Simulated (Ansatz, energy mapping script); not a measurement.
# Spin model of MnHg from collinear orders, part 2 of 2

Aim: the exchange couplings of MnHg from the energies of a few collinear orders, and the ordering temperature that they give.

LDA; plane waves, collinear spin, no spin–orbit coupling.

So far. Step 6 (Order 5: parallel, cell C of 4 atoms): The run ends ferromagnetic. For each magnetic atom its energy differs from the parallel run of the first cell by 0.09 meV, an error that one common reference would have brought in. Step 7 (Compensated +− start in cell C (4 atoms)): The run ends antiferromagnetic, 101.68 meV a magnetic atom below the parallel order of its cell (energies taken at zero occupation width, not the printed F).

In doubt: warnings of the run leave room for a lower electronic state (steps 8, 11), so energies may not be the lowest and differences between runs may mislead.

**8. Order 7: parallel, cell D of 6 atoms**

The parallel order again, as the reference for this cell.

File input.yaml:

```yaml
crystal:
  lattice:
    - [3.315, 0.0, 0.0]
    - [0.0, 3.315, 0.0]
    - [0.0, 0.0, 9.945]
  atoms:
    - { symbol: Mn, position: [0.5, 0.5, 0.166666667], spin: 3.5 }
    - { symbol: Mn, position: [0.5, 0.5, 0.5], spin: 3.5 }
    - { symbol: Mn, position: [0.5, 0.5, 0.833333333], spin: 3.5 }
    - { symbol: Hg, position: [0.0, 0.0, 0.0] }
    - { symbol: Hg, position: [0.0, 0.0, 0.333333333] }
    - { symbol: Hg, position: [0.0, 0.0, 0.666666667] }
magnetization:
  spin_polarized: true
kpoints:
  mp_grid: { grid: [12, 12, 4] }
hamiltonian:
  xc: lda
scf:
  occupations: { method: fermi_dirac, width: 0.1 }
output:
  eigenvalues: true
```

Started as:

```sh
$ ansatz run input.yaml --threads 4 --pin off --max-ram 8192MiB --backend cpu --events-out ev --progress --plain --runs-dir out
```

Numbers of over 12 decimals in the logs are rounded to 6 here.

The program printed:

```text
[...]
Crystal: 6 atoms, lattice volume = 109.288 Å³
Basis set: ecut = 420 eV, 2161 PW (Γ)
Bands: 70, of which v1, the nominal top of the filled ones, is band 53 counted from 1 (52 counted from 0)
Symmetry: 48 space group operations
[...]
k-points: 84 of 576
[...]
Starting moments: Σ|m| = 10.5 μB on 3 of 6 sites
[...]
k-point 0 ↑: bands = [... 49 lower, 13.4152, 13.4152, 13.4152, 13.8262, 13.8262, 13.9909, 13.9909, 13.9909, ... 13 higher]
  k-point 1 ↑: bands = [... 49 lower, 13.3023, 13.5839, 13.5839, 13.7849, 13.8819, 13.9293, 13.9293, 13.9765, ... 13 higher]
  k-point 2 ↑: bands = [... 49 lower, 13.2628, 13.7697, 13.7734, 13.7734, 13.7734, 13.7734, 13.9368, 13.9368, ... 13 higher]
  k-point 83 ↓: bands = [... 49 lower, 16.4541, 16.4541, 17.5352, 17.5352, 17.5607, 17.5607, 17.6433, 17.6433, ... 13 higher]
[key lines of the parts left out:]
SCF converged after 11 iterations
Magnetization: 11.3486 μB (58.1743 up, 46.8257 down)
Free energy (F): -52087.962189 eV
Fermi energy:    15.749129 eV
```

Run time: 27 s. Hardware: 4 threads of Arm Neoverse V1, shared host; peak memory 1.1 GiB.

The run ends ferromagnetic. For each magnetic atom its energy differs from the parallel run of the first cell by -1.46 meV, an error that one common reference would have brought in.

**9. Order 8: uncompensated ++−, cell D of 6 atoms**

This order reverses 1.33 of the 6 neighbours at 3.31 Å, 5.33 of the 12 neighbours at 4.69 Å and 5.33 of the 8 neighbours at 5.74 Å, counted for an average magnetic atom.

Edit input.yaml of step 8 so:

```diff
@@ -8,3 +8,3 @@
     - { symbol: Mn, position: [0.5, 0.5, 0.5], spin: 3.5 }
-    - { symbol: Mn, position: [0.5, 0.5, 0.833333333], spin: 3.5 }
+    - { symbol: Mn, position: [0.5, 0.5, 0.833333333], spin: -3.5 }
     - { symbol: Hg, position: [0.0, 0.0, 0.0] }
```

The program printed:

```text
[...]
Crystal: 6 atoms, lattice volume = 109.288 Å³
Basis set: ecut = 420 eV, 2161 PW (Γ)
Bands: 70, of which v1, the nominal top of the filled ones, is band 53 counted from 1 (52 counted from 0)
Symmetry: 16 space group operations
[...]
k-points: 84 of 576
[...]
Starting moments: Σ|m| = 10.5 μB on 3 of 6 sites
[...]
k-point 0 ↑: bands = [... 49 lower, 13.7504, 13.8066, 13.9154, 14.2033, 15.2315, 15.8002, 16.6252, 16.6252, ... 13 higher]
  k-point 1 ↑: bands = [... 49 lower, 13.7550, 13.8054, 13.9166, 14.0019, 15.8002, 15.9644, 16.6117, 16.6117, ... 13 higher]
  k-point 2 ↑: bands = [... 49 lower, 13.7595, 13.8043, 13.9177, 13.9323, 15.8001, 16.4390, 16.5983, 16.5983, ... 13 higher]
  k-point 83 ↓: bands = [... 49 lower, 14.3479, 16.1033, 16.4285, 16.4309, 16.4309, 17.1327, 17.1411, 17.5248, ... 13 higher]
[key lines of the parts left out:]
SCF converged after 13 iterations
Magnetization: 3.7775 μB (54.3887 up, 50.6113 down)
Free energy (F): -52088.065931 eV
Fermi energy:    15.776202 eV
```

Run time: 30 s. Hardware: 4 threads; peak memory 1.2 GiB.

The run ends ferrimagnetic, 36.90 meV a magnetic atom below the parallel order of its cell (energies taken at zero occupation width, not the printed F).

**10. Run 9 (parallel; cell E, 6 atoms)**

A new cell needs its own zero of energy.

This run holds the same structure in another cell (b 3.315 → 4.688 Å, c 9.945 → 7.413 Å, α 90.0 → 108.4°).

input.yaml, the sections that differ from step 9:

```yaml
crystal:
  lattice:
    - [-3.315, 0.0, 0.0]
    - [0.0, 3.315, 3.315]
    - [0.0, 3.315, -6.63]
  atoms:
    - { symbol: Mn, position: [0.5, 0.5, 0.0], spin: 3.5 }
    - { symbol: Mn, position: [0.5, 0.833333333, 0.666666667], spin: 3.5 }
    - { symbol: Mn, position: [0.5, 0.166666667, 0.333333333], spin: 3.5 }
    - { symbol: Hg, position: [0.0, 0.0, 0.0] }
    - { symbol: Hg, position: [0.0, 0.333333333, 0.666666667] }
    - { symbol: Hg, position: [0.0, 0.666666667, 0.333333333] }
kpoints:
  mp_grid: { grid: [12, 9, 9] }
# magnetization, hamiltonian, scf, output: as in step 9
```

The program printed:

```text
[...]
Crystal: 6 atoms, lattice volume = 109.288 Å³
Basis set: ecut = 420 eV, 2167 PW (Γ)
Bands: 70, of which v1, the nominal top of the filled ones, is band 53 counted from 1 (52 counted from 0)
Symmetry: 24 space group operations
[...]
k-points: 175 of 972
[...]
Starting moments: Σ|m| = 10.5 μB on 3 of 6 sites
[...]
k-point 0 ↑: bands = [... 49 lower, 13.3941, 13.6539, 13.6539, 13.9613, 13.9613, 13.9890, 13.9891, 13.9892, ... 13 higher]
  k-point 1 ↑: bands = [... 49 lower, 13.4845, 13.5761, 13.7490, 13.9598, 13.9617, 13.9618, 13.9638, 13.9879, ... 13 higher]
  k-point 2 ↑: bands = [... 49 lower, 13.5413, 13.6059, 13.8430, 13.8802, 13.8896, 13.9628, 13.9633, 13.9849, ... 13 higher]
  k-point 174 ↓: bands = [... 49 lower, 16.3187, 16.3343, 16.9987, 17.2085, 17.2457, 17.2457, 17.2918, 17.2918, ... 13 higher]
[key lines of the parts left out:]
SCF converged after 11 iterations
Magnetization: 11.3666 μB (58.1833 up, 46.8167 down)
Free energy (F): -52087.961464 eV
Fermi energy:    15.748308 eV
```

It took 54 s on 4 threads; peak memory 1.8 GiB.

The run ends ferromagnetic. For each magnetic atom its energy differs from the parallel run of the first cell by -1.25 meV, an error that one common reference would have brought in.

**11. Run 10 (uncompensated ++−; cell E, 6 atoms)**

This order reverses 2.67 of the 6 neighbours at 3.31 Å, 6.67 of the 12 neighbours at 4.69 Å and 2.67 of the 8 neighbours at 5.74 Å, counted for an average magnetic atom.

Edit input.yaml of step 10 so:

```diff
@@ -8,3 +8,3 @@
     - { symbol: Mn, position: [0.5, 0.833333333, 0.666666667], spin: 3.5 }
-    - { symbol: Mn, position: [0.5, 0.166666667, 0.333333333], spin: 3.5 }
+    - { symbol: Mn, position: [0.5, 0.166666667, 0.333333333], spin: -3.5 }
     - { symbol: Hg, position: [0.0, 0.0, 0.0] }
```

The program printed:

```text
[...]
Crystal: 6 atoms, lattice volume = 109.288 Å³
Basis set: ecut = 420 eV, 2167 PW (Γ)
Bands: 70, of which v1, the nominal top of the filled ones, is band 53 counted from 1 (52 counted from 0)
Symmetry: 8 space group operations
[...]
k-points: 175 of 972
[...]
Starting moments: Σ|m| = 10.5 μB on 3 of 6 sites
[...]
k-point 0 ↑: bands = [... 49 lower, 13.8978, 13.9703, 13.9888, 15.0688, 15.4647, 16.2030, 16.2830, 16.8549, ... 13 higher]
  k-point 1 ↑: bands = [... 49 lower, 13.8974, 13.9708, 13.9883, 14.9646, 15.4489, 16.1877, 16.3037, 16.8452, ... 13 higher]
  k-point 2 ↑: bands = [... 49 lower, 13.8929, 13.9720, 13.9868, 14.7269, 15.3922, 16.1394, 16.3363, 16.8226, ... 13 higher]
  k-point 174 ↓: bands = [... 49 lower, 14.9953, 15.0620, 15.0775, 16.2842, 16.4247, 16.7816, 17.0568, 17.1519, ... 13 higher]
[key lines of the parts left out:]
SCF converged after 13 iterations
Magnetization: 3.6203 μB (54.3102 up, 50.6898 down)
Free energy (F): -52087.907135 eV
Fermi energy:    15.764599 eV
```

Elapsed: 63 s, on 4 threads; peak memory 1.8 GiB.

The run ends ferrimagnetic, 16.66 meV a magnetic atom above the parallel order of its cell (energies taken at zero occupation width, not the printed F).

**12. Mapping onto a Heisenberg model**

Each energy difference is a sum of couplings weighted by the pairs that the order reverses. A few near shells are fitted to the differences by least squares. Energies are those extrapolated to zero occupation width, not the free energies F.

The orders side by side; each is measured from the parallel order in the same cell and on the same mesh:

```
                      order  atoms  energy (meV a magnetic atom)  moments (μB)  moments kept as typed  opposed neighbours at 3.31, 4.69, 5.74 Å
         parallel in cell A      4                          0.00          3.73                    yes                                   0, 0, 0
   compensated +− in cell A      4                         62.82          3.77                    yes                                   4, 8, 0
         parallel in cell B      4                          0.00          3.73                    yes                                   0, 0, 0
   compensated +− in cell B      4                        -46.14          3.75                    yes                                   2, 8, 8
         parallel in cell C      4                          0.00          3.74                    yes                                   0, 0, 0
   compensated +− in cell C      4                       -101.68          3.77                    yes                                   6, 0, 8
         parallel in cell D      6                          0.00          3.73                    yes                                   0, 0, 0
uncompensated ++− in cell D      6                        -36.90  3.74 to 3.75                    yes                          1.33, 5.33, 5.33
         parallel in cell E      6                          0.00          3.73                    yes                                   0, 0, 0
uncompensated ++− in cell E      6                         16.66  3.71 to 3.80                    yes                          2.67, 6.67, 2.67
```

The Heisenberg fit (each pair counts twice, positive J is ferromagnetic):

```
 pair  distance (Å)  neighbours  J (meV)
Mn–Mn          3.31           6    0.649
Mn–Mn          4.69          12     3.67
Mn–Mn          5.74           8    -6.84
Mn–Mn          6.63           6   -0.237
```

Adding the shell at 7.41 Å gives 3.7, 3.7, -6.7, 0.93 and -0.81 meV and a mean-field temperature of 780 K, an exact solve that tests nothing.

In mean field these couplings order at 723 K, at q = (0.50, 0.50, 0.50) in fractions of the conventional cell's reciprocal vectors, and give a Curie–Weiss temperature of -63.9 K.

**13. Finite temperature**

Mean field ignores fluctuations and overstates the ordering temperature, so the model is also sampled. The heat capacity peaks where order sets in.

Classical unit spins with these couplings on 6×6×6 copies of a cell that holds the lowest order (432 spins), heat-bath sweeps, cooled from random directions, 1456 sweeps to settle and 4368 measured at each temperature, averaged over 4 runs.

```
T (K)  order along the lowest pattern  net moment  heat capacity (k_B a spin)
 86.7                            0.96        0.01                        1.03
  148                            0.92        0.02                        1.08
  241                            0.86        0.02                        1.19
  302                            0.82        0.02                        1.28
  364                            0.77        0.03                        1.38
  456                            0.68        0.03                        1.65
  518                            0.59        0.03                        1.89
  579                            0.48        0.04                        2.12
  641                            0.31        0.04                        1.83
  733                            0.15        0.04                        0.35
  795                            0.11        0.04                        0.18
```

The smoothed heat capacity peaks at 584 K.

**14. Against another level**

The first set of orders, under PBE, took 15 min of CPU time summed over its finished orders (seed run apart), these 15 min.

```
                           quantity  this set  first set
                   J at 3.31 Å, meV     0.649      0.242
                   J at 4.69 Å, meV      3.67       3.56
                   J at 5.74 Å, meV     -6.84      -6.44
                   J at 6.63 Å, meV    -0.237     -0.130
ordering temperature, mean field, K       723        712
 heat-capacity peak, Monte Carlo, K       584        581
```

The coupling that led in the first set goes from -6.44 to -6.84 meV.

**15. Outcome**

```
lowest order tried                    : compensated +− in cell C
largest fitted value, Mn–Mn at 5.74 Å : -6.84 meV
ordering temperature, mean field      : 723 K
heat-capacity peak, Monte Carlo       : 584 K
```

What this shows: Of the orders tried, MnHg prefers the order “compensated +− in cell C” under LDA, with 6 of 6 neighbours at 3.31 Å, 0 of 12 neighbours at 4.69 Å and 8 of 8 neighbours at 5.74 Å opposed, and the heat capacity of the fitted model peaks near 584 K (Monte Carlo, classical spins). The coupling at 5.74 Å is 1.1 times that of the first set, at 1.0 times the CPU time. The largest fitted coupling is the Mn–Mn pair at 5.74 Å, antiferromagnetic at -6.8 meV. It also takes up the part of reversed shells that are not fitted, so neither its size nor its rank as a single path is established. The orders also reverse pairs at 7.41 Å, which are not fitted, so the fitted values hold their part too. With 5 differences for 4 couplings the fit misses by 4.1 meV at most, a small part of the spread. In the fitted orders moments change by up to 1.8 % against the parallel run of the same cell, so their size stays put. Every order is gapless on its mesh at this level. In a metal exchange reaches farther, and a short model of fixed moments is less apt. Monte Carlo puts the peak at 0.81 of the mean-field temperature, since mean field leaves out fluctuations. In tests on simple cubic and body-centred models such peaks lay 5 to 6 % under the bulk value.

[Logs and program files are shortened in this print: banners, set-up blocks, solver, clock and traceback lines can be left out without a mark of their own.]

[Logs are printed without paths, hosts, clocks, repeated set-up lines and the standing remarks that a program may print on its own settings, such as how far it seeks lower states.]

[Hosts, paths, dates, database ids (printed as entryN), source tags and the programs' standing remarks are cut or masked in the printed files.]

[Where a cell is said to come from a database of computed structures, the database is the Materials Project.]
